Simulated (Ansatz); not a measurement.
# Si2Pb: relaxing a made-up structure, part 2 of 2

Starting from a made-up structure for Si2Pb, the aim is the relaxed cell, its shortest contacts and, where a second run follows, its electronic structure.

Ansatz 0.2.0; DFT, PBEsol, plane-wave PAW, files of the set soft_1, scalar-relativistic, no spin, cell and ions relaxed at zero pressure; PAW set soft_1 (the session's first sound run).

So far: The starting structure; Relaxing cell and atoms. The relaxed cell has a, b, c = 3.458, 20.458, 3.645 Å (conventional setting).

## Step 3: Electronic structure of the relaxed cell

With the geometry fixed, one more self-consistent run, with a narrower smearing and the mesh shown in its input, gives the bands, and its pressure, and its forces where symmetry allows any, show how far the geometry depends on these settings.

This step: DFT, PBEsol, plane-wave PAW, files of the set soft_1, scalar-relativistic, no spin, bands and density of states at the relaxed cell; PAW set soft_1 (Ansatz 0.2.0).

input.yaml reads:

```yaml
crystal:
  lattice:
    - [1.7291240403, -10.2291077924, 0.0]
    - [1.7291240403, 10.2291077924, 0.0]
    - [0.0, 0.0, 3.6450567246]
  atoms:
    - { symbol: Pb, position: [0.1220763331, 0.8779236669, 0.75] }
    - { symbol: Pb, position: [0.8779236669, 0.1220763331, 0.25] }
    - { symbol: Si, position: [0.4639390461, 0.5360609539, 0.75] }
    - { symbol: Si, position: [0.5360609539, 0.4639390461, 0.25] }
    - { symbol: Si, position: [0.753050415, 0.246949585, 0.75] }
    - { symbol: Si, position: [0.246949585, 0.753050415, 0.25] }
kpoints:
  mp_grid: { grid: [10, 10, 8] }
  band_path:
    path:
      - [[0.0, 0.0, 0.0], [0.25714359, 0.25714359, 0.0], [0.0, 0.5, 0.0], [0.0, 0.5, 0.5], [0.25714359, 0.25714359, 0.5], [0.0, 0.0, 0.5], [0.0, 0.0, 0.0], [-0.5, 0.5, 0.0], [-0.25714359, 0.74285641, 0.0], [-0.25714359, 0.74285641, 0.5], [-0.5, 0.5, 0.5], [-0.5, 0.5, 0.0]]
      - [[0.0, 0.0, 0.5], [-0.5, 0.5, 0.5]]
    npoints: 6
scf:
  occupations: { method: fermi_dirac, width: 0.03 }
  n_extra_bands: 10
hamiltonian:
  xc: pbesol
  pseudopotentials: { kind: paw, azcp: { folder: soft_1 }, xc_functional: pbe }
output:
  forces: true
  stress: true
  write_bands: true
  dos: { projected: true }
  write_density: true
  write_potential: true
  elf: true
  volumetric_format: npy
```

Launch:

```console
$ ansatz run input.yaml --threads 4 --pin off --max-ram 10240MiB --backend cpu --events-out ev --progress --plain --runs-dir out
```

Numbers of over 12 decimals in the logs are rounded to 6 here.

Output:

```text
[...]
Crystal: 6 atoms, lattice volume = 128.943 Å³
Basis set: ecut = 420 eV, 2519 PW (Γ), FFT grids on a1+a2, a2, a3, exchange–correlation on 48×144×50 points (8 copies of the dense FFT grid, shifted against one another)
Bands: 32, of which v1, the nominal top of the filled ones, is band 22 counted from 1 (21 counted from 0)
Symmetry: 8 space group operations
[...]
k-points: 155 of 800
[...]
SCF iter   1: F=—  HF=-25999.773200 eV  |F-HF|=—  |Δ(HF+E_count)|=         —  Δρ=3.71e-2  dr2=6.71e0  ethr=3.10e-3  ⟨swp⟩=7.8  Hψ=27106  notcnv=0  defer=4
[...]
SCF iter   8: F=-25997.960949 eV  HF=-25997.960949 eV  |F-HF|=1.80e-8  |Δ(HF+E_count)|=   9.63e-8  Δρ=3.51e-6  dr2=3.44e-8  ethr=2.27e-10  ⟨swp⟩=16.3  Hψ=42745  notcnv=0
SCF 1 converged in 8 iterations: F = -25997.960949 eV  dr2 = 3.44e-8
[...]
NSCF: frozen V_eff on 74 k-points
SCF converged after 8 iterations
Free energy (F): -25997.960949 eV
[...]
Internal energy: -25997.953180 eV  (E = F + TS)
E sigma→0 (E₀):  -25997.957064 eV
Entropy (-TS):   -0.007769 eV (-1.295 meV/atom)
Fermi energy:    9.453012 eV
[...]
--- Forces (eV/Å), atoms counted from 1 ---
  atom   1  Pb     0.00000000     0.01562789     0.00000000
  atom   2  Pb     0.00000000    -0.01562789     0.00000000
  atom   3  Si     0.00000000     0.03390040     0.00000000
  atom   4  Si     0.00000000    -0.03390040     0.00000000
  atom   5  Si     0.00000000     0.02804300     0.00000000
  atom   6  Si     0.00000000    -0.02804300     0.00000000
  max |Σ_I F_I| component: 6.94e-18 eV/Å
--- Stress (GPa, compression-positive) ---
        0.255415       0.000000       0.000000
        0.000000       0.225793       0.000000
        0.000000       0.000000      -0.249514
  P = ⅓ Tr σ = 0.0772 GPa (0.772 kbar)
--- Band table (eV; the first three rows and the last of 155) ---
  k-point 0: bands = [... 18 lower, 8.4464, 8.9269, 9.5726, 9.6774, 10.8692, 11.3122, 12.1077, 12.1141, ... 6 higher]
  k-point 1: bands = [... 18 lower, 8.6308, 9.3303, 9.8398, 10.1741, 10.2917, 12.1395, 12.1503, 12.5002, ... 6 higher]
  k-point 2: bands = [... 18 lower, 8.7879, 8.9514, 10.2412, 10.3187, 10.8548, 11.1401, 11.5823, 12.9325, ... 6 higher]
  k-point 154: bands = [... 18 lower, 8.9494, 8.9494, 10.0239, 10.0239, 10.8023, 10.8023, 12.1465, 12.1465, ... 6 higher]
```

It took 14 s on 4 threads of Arm Neoverse V2, shared host; peak memory 0.72 GiB.

Numbers from this step:

```
free energy             : -25997.9609 eV
energy at zero smearing : -25997.9571 eV
smearing term TS        : 0.007769 eV
Fermi energy            : 9.453 eV
pressure                : 0.07723 GPa
```

bands.tsv at the labelled points (eV, zero at the Fermi level; the bands that come nearest the Fermi level along the path):

```tsv
point	band 18	band 19	band 20	band 21	band 22	band 23	band 24	band 25
Γ	-1.13	-1.01	-0.53	0.12	0.22	1.42	1.86	2.65
X	-2.76	-1.97	-0.63	-0.02	0.41	0.47	0.77	2.50
S	-3.44	-1.40	-0.84	-0.62	0.61	0.62	1.67	1.75
R	-4.92	-3.38	-3.38	-2.81	-2.81	-0.96	-0.96	-0.03
A	-4.90	-3.32	-3.32	-2.85	-2.85	-1.17	-1.17	0.31
Z	-3.61	-2.36	-2.36	1.35	1.35	2.68	2.68	3.19
Γ	-1.13	-1.01	-0.53	0.12	0.22	1.42	1.86	2.65
Y	-1.65	-1.15	-0.66	0.34	1.01	1.43	1.88	2.49
X1	-2.76	-1.97	-0.63	-0.02	0.41	0.47	0.77	2.50
A1	-4.90	-3.32	-3.32	-2.85	-2.85	-1.17	-1.17	0.31
T	-4.60	-0.50	-0.50	0.57	0.57	1.35	1.35	2.69
Y	-1.65	-1.15	-0.66	0.34	1.01	1.43	1.88	2.49
Z	-3.61	-2.36	-2.36	1.35	1.35	2.68	2.68	3.19
T	-4.60	-0.50	-0.50	0.57	0.57	1.35	1.35	2.69
```

States per cell as run, both spins, in windows of 1 eV, from dos.tsv (zero at the Fermi level):

```
from  to  total
  -8  -7   2.20
  -7  -6   1.66
  -6  -5   1.11
  -5  -4   1.83
  -4  -3   2.60
  -3  -2   2.81
  -2  -1   2.95
  -1   0   2.81
   0   1   2.80
   1   2   3.05
   2   3   3.28
   3   4   3.48
```

A further 26.0 states lie below the table's range.

Valence density in the ab plane of the cell as run, not the conventional one, at fractional z = 0.250, with atoms of Pb and Si within 0.2 Å of it. It is the smooth field of the valence electrons, not physical close to the nuclei.

Ten steps, logarithmic in the rise over the least value, from '_' (0.0 e/Å³) to '@' (7.1 e/Å³), each cell a mean:
```
....................::----------::::--**%%%%%%**==..______
..................::----------::::--++######++--....__....
..............::------------::::--==****++==::............
............::----::::----::::::==++++==--::........::::..
..........::----::::----::::::--====--::......::::::::::..
........::--::::::----::..::::----::::....::::::::::::....
....::----::::::----::....::::::::....::::--------::......
..::----::::----::........::........::----------::......__
::------------::................::::----------::....____..
------------::................::------------::....____....
--------::::..::::::........::----::::----::..________..::
------::::::::::::........::----::::----::..________..::--
--::::::::------::....::::----::::----::..________..::----
::::::--====--::....::::----::::----::..________..::::----
::--==++++==--....::::----::------::..________..::::::::::
==******++--::..::::----::------..__________....::::::::::
##%%##**--::....::----------::..__________....::::::::--++
%%%%**==::....::----------::..__________....::....::==**%%
%%**==::....::::------::::..________......::....::==##%%@@
**--......::::------::....________..::::::....--++%%@@@@%%
--........::::::::::..________....::::::::::--**%%@@@@%%**
..__......::::::....______....::::::::::::--**%%@@@@%%**--
____......::........__....::::----::::::--**%%@@@@%%++::..
__......................::--------::::--**%%@@@@##++::..__
```
Columns run along a (10.4 Å), rows up along b (10.4 Å). Atoms in or near the plane, at fractional coordinates: Pb at (0.88, 0.12), Si at (0.54, 0.46), Si at (0.25, 0.75).

Electrostatic potential energy in the ab plane of the cell as run, not the conventional one, at fractional z = 0.250, with atoms of Pb and Si within 0.2 Å of it. With pseudopotentials it is smooth inside the atoms' cores, unlike the true potential.

Ten even steps from '0' (-32 eV) to '9' (13 eV), each cell a mean:
```
99999999998743589973000279999
99999999985213789740014899999
99999999731027898521368999999
99999986222268987446899999999
99999852532689887678999988999
99998427427999888899998788999
99973263379999889999876689999
99732424899999999997534789999
97311258999999999862126899999
84113799999999998411158999999
52358999999999973221589999998
55789988899999624425899999987
78998878999985265268999999887
99876678999852542699999999888
98533689998413237999999999899
63014799985111489999999999998
10037999851026899999999999984
00279998632479999999999999720
02799997557899999999999986100
27999987789999999999999840010
79999888899999999999998301102
99999999999999998899973011037
99999999999999888899720000489
99999999999987678997200015899
```
Columns run along a (10.4 Å; values clipped at the 3rd and 97th percentile), rows up along b (10.4 Å). Atoms in or near the plane, at fractional coordinates: Pb at (0.88, 0.12), Si at (0.54, 0.46), Si at (0.25, 0.75).

ELF in the ab plane of the cell as run, not the conventional one, at fractional z = 0.250, with atoms of Pb and Si within 0.2 Å of it. It is the smooth field of the valence electrons, not physical close to the nuclei.

Ten even steps from '_' (0.03) to '@' (0.80), each cell a mean:
```
::::--::::......::==##%%####%%##==----==--::--==--::......
--::::........::++%%%%##**####++----====--====--......::::
--::........--**%%##****##%%++----==++++====::....::----==
::......::==##%%##++++##%%++----==++++==--::..::--==++++==
......::==##%%****++##%%++----======--::....--==******++--
....::++%%%%******##%%++--::------::::..::==**##%%%%**--::
..::++%%%%******##%%++::::::--::::....--++**##%%%%##==::..
::++%%##**++**####==::::::::::....::==****##%%@@##==::....
++%%##**++**%%**==::............::++******%%@@%%==::....::
%%##****##%%**--::::..........--++**++++##@@%%++::....::++
%%####%%##==--::::::......::==****++++##@@%%==..____::++##
%%%%##**==------::::....::==**++++**%%@@%%==..____..==**##
##**==------==--::....::++**++**##%%@@%%==..____..--++####
++------======--....::++**++**##%%@@%%==..____..::==******
::--==++++==--::..--++**++++##@@@@##--________::--==++==--
======++==--::..--++**++**##@@@@**::________..::------::::
==--==++--::..--++******%%@@%%++..________....::::::::--==
..--==--::..::++**##%%@@@@##--..______............::--==--
::==--::..::++**##%%@@%%**::..______..::::......::--==..__
==--....::==**%%@@%%##==::______..::--::::....::==--____..
--....::--**##%%##++--..____..::======--::..::==::____..==
..__..--++****++==::......::==++**++==::::--==::____::==--
__..::==++++==::......::==**######++--::--==::____--==--..
..::--------::......--++####%%##**==::--==::__..====::..__
```
Columns run along a (10.4 Å), rows up along b (10.4 Å). Atoms in or near the plane, at fractional coordinates: Pb at (0.88, 0.12), Si at (0.54, 0.46), Si at (0.25, 0.75).

## Step 4: Results

| Item | Value |
| --- | --- |
| space group, relaxed | Cmcm |
| conventional cell | a = 3.458, b = 20.458, c = 3.645 Å; α = 90.0°, β = 90.0°, γ = 90.0° |
| volume per atom | 21.49 Å³ (guess 18.66) |

Si2Pb relaxes to Cmcm with a = 3.458, b = 20.458 and c = 3.645 Å. The guessed volume was 13 % too small. The space group Cmcm was held in the relaxation, so the end point is a stationary structure within it and may be a saddle against distortions or other arrangements. Bands cross the Fermi level, so it is a metal or semimetal at this level. On the 10×10×8 mesh with the narrower smearing (relaxed on 7×7×7) the largest force component is 0.034 eV/Å and the largest stress component is 0.255 GPa, against the relaxation's thresholds of 0.015 eV/Å and 0.05 GPa. The cutoff wasn't tested. A vector of the cell changed its length by 34 %, so the starting arrangement is largely lost and the mesh was laid for another shape. Spin-orbit coupling is left out, which can matter for elements this heavy. No dispersion term is used, so weakly bound directions may come out too long. Nothing here tests whether the compound is stable against decomposition.

[Logs are printed without paths, hosts, clocks, repeated set-up lines and the standing remarks that a program may print on its own settings, such as how far it seeks lower states.]

[Hosts, paths, dates, database ids (printed as entryN), source tags and the programs' standing remarks are cut or masked in the printed files.]
